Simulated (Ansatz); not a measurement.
# What PtC (model cell, started as rocksalt type) distorts into, part 3 of 3

Which phase does PtC (model cell, started as rocksalt type) fall into along its unstable mode, and how much energy does it gain?

Ansatz 0.2.0; DFT PBEsol, scalar-relativistic, plane waves, PAW.

So far. Step 5 (Energy along the mode, all amplitudes (two of the runs …): The lowest of the steps tried is at 0.22 Å, 48.5 meV/atom below the parent; the bottom of the well need not coincide with a step. Step 7 (The new phase in its own primitive cell): The largest force component left is 0.28 meV/Å and the pressure is 0.000 GPa, within the tolerances set. The cell now holds 11.89 Å³/atom. The relaxed cell has a = 3.637, c = 7.192 Å (conventional setting).

The structure was built from a prototype and need not be the compound's stable phase.

### Step 8. Modes of the new phase, k-mesh 10×10×6

A relaxed structure may still be a saddle point, so its zone-centre modes are computed. No field response is asked, since the mesh shows no gap.

Input file input.yaml:

```yaml
crystal:
  lattice:
    - [3.6369555227, 0.0, 0.0]
    - [0.0, 3.6369555227, 0.0]
    - [0.0, 0.0, 7.1924713697]
  atoms:
    - { symbol: Pt, position: [0.4375582468, 0.4375582468, 0.5] }
    - { symbol: Pt, position: [0.5624417532, 0.5624417532, 0.0] }
    - { symbol: Pt, position: [0.9375582468, 0.0624417532, 0.25] }
    - { symbol: Pt, position: [0.0624417532, 0.9375582468, 0.75] }
    - { symbol: C, position: [0.6694213536, 0.3305786464, 0.75] }
    - { symbol: C, position: [0.3305786464, 0.6694213536, 0.25] }
    - { symbol: C, position: [0.8305786464, 0.8305786464, 0.5] }
    - { symbol: C, position: [0.1694213536, 0.1694213536, 0.0] }
kpoints:
  mp_grid: { grid: [10, 10, 6] }
hamiltonian:
  xc: pbesol
scf:
  occupations: { method: methfessel_paxton, width: 0.2 }
output:
  eigenvalues: true
phonons:
  method: dfpt
```

On the command line:

```sh
ansatz run input.yaml --threads 4 --pin off --max-ram 7168MiB --backend cpu --events-out ev --progress --plain --runs-dir out
```

Numbers of over 12 decimals in the logs are rounded to 6 here.

The program printed:

```text
[...]
Crystal: 8 atoms, lattice volume = 95.138 Å³
Basis set: ecut = 420 eV, 1841 PW (Γ), exchange–correlation on 60×60×120 points (8 copies of the dense FFT grid, shifted against one another)
Bands: 53, of which v1, the nominal top of the filled ones, is band 44 counted from 1 (43 counted from 0)
Symmetry: 8 space group operations
k-points: 304 of 600 (irreducible under 1 space group operation, time reversal used)
[...]
SCF iter   1: F=—  HF=-50511.687743 eV  |F-HF|=—  |Δ(HF+E_count)|=         —  Δρ=1.68e-2  dr2=1.05e-1  ethr=1.77e-3  ⟨swp⟩=5.7  Hψ=55855  notcnv=0
[...]
SCF iter   9: F=-50511.663771 eV  HF=-50511.663771 eV  |F-HF|=2.18e-11  |Δ(HF+E_count)|=  3.64e-11  S|Δr|=    0.00e0  Δρ=5.40e-8  dr2=1.56e-12  ethr=1.00e-12  ⟨swp⟩=9.3  Hψ=70837  notcnv=0
SCF 1 converged in 9 iterations: F = -50511.663771 eV  dr2 = 1.56e-12
[...]
DFPT response loops at Γ: preconditioner auto → Kerker (q_TF=auto, 2.693 Å⁻¹) (partly filled bands, converged f_vac=0.000); β = 1.00, the filter's whole step (`scf.mixing.beta` (0.50) is not read by the response loops under this deck's `scf.mixing.preconditioner`; to damp them name `kerker` or `kerker_dos`, under which they read `scf.mixing.beta`, and type it under 1.00, their step now; both keys bind the ground state too); Broyden in place of MSR1
SCF converged after 9 iterations
[...]
Free energy (F): -50511.663771 eV
[...]
Internal energy: -50511.662870 eV  (E = F + TS)
E sigma→0 (E₀):  -50511.663545 eV
Entropy (-TS):   -0.000901 eV (-0.113 meV/atom)
Fermi energy:    17.961444 eV
[...]
--- Band table (eV; the first three rows and the last of 304) ---
  k-point 0: bands = [... 40 lower, 16.8803, 16.8803, 16.9458, 17.2946, 17.7941, 17.7941, 19.3311, 19.3311, ... 5 higher]
  k-point 1: bands = [... 40 lower, 16.5300, 16.6445, 17.1034, 17.2683, 18.2374, 18.3209, 19.3281, 19.3862, ... 5 higher]
  k-point 2: bands = [... 40 lower, 16.0811, 16.6228, 16.6983, 17.3588, 19.0622, 19.0845, 19.3078, 19.4769, ... 5 higher]
  k-point 303: bands = [... 40 lower, 16.1688, 16.1688, 16.1688, 16.1688, 18.0245, 18.0245, 18.0245, 18.0245, ... 5 higher]
--- Phonons (Γ-DFPT): 4 representative perturbations + reference, on 304 of 600 k-points (Σ response iterations 14) ---
  k mesh reduced under 1 symmetry operation, with k and −k counted as one. Each operation leaves every solved perturbation unchanged. A smaller set is not used because it would not reduce the number of displacements times k-points to solve
  ASR residual: 1.777e-5 → 0.000e0 eV/Å²; symmetrization residual: 2.809e-6 eV/Å²
  ASR residual per site (eV/Å²): 6.28e-6 6.28e-6 6.28e-6 6.28e-6 1.78e-5 1.78e-5 1.78e-5 1.78e-5
  Γ frequencies (cm⁻¹): -260.09 -143.09 -55.42 0.00 0.00 0.00 54.88 60.13 60.13 103.28 129.96 134.09 134.09 153.77 188.36 188.36 554.70 583.06 583.06 594.56 628.81 630.18 714.52 714.52
  non-analytic LO–TO correction: not included (Born effective charges unavailable; polar crystals: no LO–TO splitting at Γ)
```

Elapsed: 3.6 min, on 4 threads of Arm Neoverse V2, shared host; peak memory 4.1 GiB.

This step gave:

```yaml
sum_rule_residual_before_enforcement: 1.78e-5 eV/Å²
point_group: 422
highest_optical_mode_at_the_zone_centre_no_lo_to_term: 714.5 cm⁻¹
lowest_optical_zone_centre_mode: -260.1 cm⁻¹
```

Patterns of degenerate modes are one choice out of their space. The modes at Γ (shares of kinetic energy by element, %) (negative means imaginary):

```tsv
mode	frequency (cm⁻¹)	symmetry	Pt %	C %
1	-260.1	B1	16	84
2	-143.1	A2	8	92
3	-55.4	B2	97	3
4	0.0	acoustic	94	6
5	0.0	acoustic	94	6
6	0.0	acoustic	94	6
7	54.9	B1	98	2
8	60.1	E	53	47
9	60.1	E	53	47
10	103.3	A2	92	8
11	130.0	A1	98	2
12	134.1	E	93	7
13	134.1	E	93	7
14	153.8	B1	81	19
15	188.4	E	57	43
16	188.4	E	57	43
17	554.7	A1	2	98
18	583.1	E	3	97
19	583.1	E	3	97
20	594.6	A2	6	94
21	628.8	B2	3	97
22	630.2	B1	4	96
23	714.5	E	0	100
24	714.5	E	0	100
```

Displacements in mode 1 (-260.1 cm⁻¹), the largest set to 1:
```
Pt1 -0.08  0.08 -0.11
Pt2  0.08 -0.08 -0.11
Pt3 -0.08 -0.08  0.11
Pt4  0.08  0.08  0.11
C5  -1.00 -1.00 -0.06
C6   1.00  1.00 -0.06
C7   1.00 -1.00  0.06
C8  -1.00  1.00  0.06
```

Displacements in mode 10 (103.3 cm⁻¹), the largest set to 1:
```
Pt1  0.85 -0.85 -0.01
Pt2 -0.85  0.85 -0.01
Pt3 -0.85 -0.85 -0.01
Pt4  0.85  0.85 -0.01
C5   1.00  1.00  0.16
C6  -1.00 -1.00  0.16
C7   1.00 -1.00  0.16
C8  -1.00  1.00  0.16
```

Before it was imposed, the acoustic sum rule was missed by 1.8e-5 eV/Å². Small misses are needed for a sound result but don't prove that mesh and cutoff are converged. The lowest optical mode is imaginary, 260.1i cm⁻¹, so the energy falls along it.

### Step 9. Results

| Property | Result |
| --- | --- |
| unstable mode of the parent | q = (0, 0.25, 0.25), 512i cm⁻¹ |
| depth at the lowest point sampled | 48.5 meV/atom |
| largest atomic shift at that point | 0.22 Å |
| space group reached (within 0.01 Å) | P4_12_12 |
| energy gained over the parent (first relaxation, on the mesh of the frozen mode) | 110 meV/atom |
| volume per atom, phase reached | 11.9 Å³ |
| lowest optical zone-centre mode, phase reached | -260 cm⁻¹ |
| highest optical mode at the zone centre (no LO-TO term), phase reached | 715 cm⁻¹ |

What this shows: Along this mode the structure falls into P4_12_12, 110 meV/atom below the parent. At the parent's cell the well is 48.47 meV/atom deep on the steps tried, with its lowest point at a shift of 0.22 Å. Relaxing atoms and cell changes the gain by +61.46 meV/atom against the lowest step (energies at zero smearing). The new phase still has an imaginary mode at the zone centre of its cell, so it is a saddle point on the way to a lower structure. Of the 6 patterns followed to their end from this parent, this one ends 417 meV/atom above the lowest, F-43m. Each path keeps the symmetry of its pattern, so a lower phase may lie along a pattern not tried. With no gap, or one that is small against the smearing, the frequencies hang on the k mesh and the smearing, most of all near Kohn anomalies. Spin-orbit coupling is left out, which can matter for the heavy elements here. The starting cell was built on a prototype and not taken from a measurement, so the phase need not exist.

[Logs are printed without paths, hosts, clocks, repeated set-up lines and the standing remarks that a program may print on its own settings, such as how far it seeks lower states.]

[Hosts, paths, dates, database ids (printed as entryN), source tags and the programs' standing remarks are cut or masked in the printed files.]
